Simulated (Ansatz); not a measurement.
Planning a run of Ansatz 0.2.0 on As (puckered monolayer). The input:

```yaml
crystal:
  lattice:
    - [4.1751185737, 0.0, 0.0]
    - [0.0, 3.7577730701, 0.0]
    - [0.0, 0.0, 28.0]
  atoms:
    - { symbol: As, position: [0.0515937423, 0.0, 0.5426571205] }
    - { symbol: As, position: [0.4484062577, 0.5, 0.5426571205] }
    - { symbol: As, position: [0.5515937423, 0.5, 0.4573428795] }
    - { symbol: As, position: [0.9484062577, 0.0, 0.4573428795] }
  periodic: [true, true, false]
kpoints:
  mp_grid: { grid: [8, 8, 1] }
  band_path:
    path: [[0, 0, 0], [0.5, 0, 0], [0.5, 0.5, 0], [0, 0.5, 0], [0, 0, 0]]
    npoints: 10
hamiltonian:
  xc: lda
  pseudopotentials: { kind: paw_fr, azcp: { folder: soft_1 }, xc_functional: pbe }
scf:
  occupations: { method: fermi_dirac, width: 0.02 }
  n_extra_bands: 10
magnetization:
  noncollinear: true
  spin_orbit: true
output:
  eigenvalues: true
```

```sh
ansatz run input.yaml --threads 4 --pin off --max-ram 17510MiB --backend cpu --events-out ev --progress --plain --runs-dir out
```

Question: How long will it take on 4 threads of Arm Neoverse V2, shared host, and how much memory?

It took 1.8 min; on shared hardware allow 53 s to 3.5 min. Peak host memory was 2.4 GiB. The sizes that set the cost: 8597 plane waves a state, 25 irreducible k points and 8 SCF cycles.

[Paths, hosts, dates, memory and timing lines, banners, echoed tables and standing remarks are left out of the program output.]

[Logs are printed without paths, hosts, clocks, repeated set-up lines and the standing remarks that a program may print on its own settings, such as how far it seeks lower states.]

[Runs of the session that timed out or met a known fault of the program may be left out.]

[Cells called generated may have been cut or substituted from an entry of the Crystallography Open Database or the Materials Project.]

[Hosts, paths, dates, database ids (printed as entryN), source tags and the programs' standing remarks are cut or masked in the printed files.]
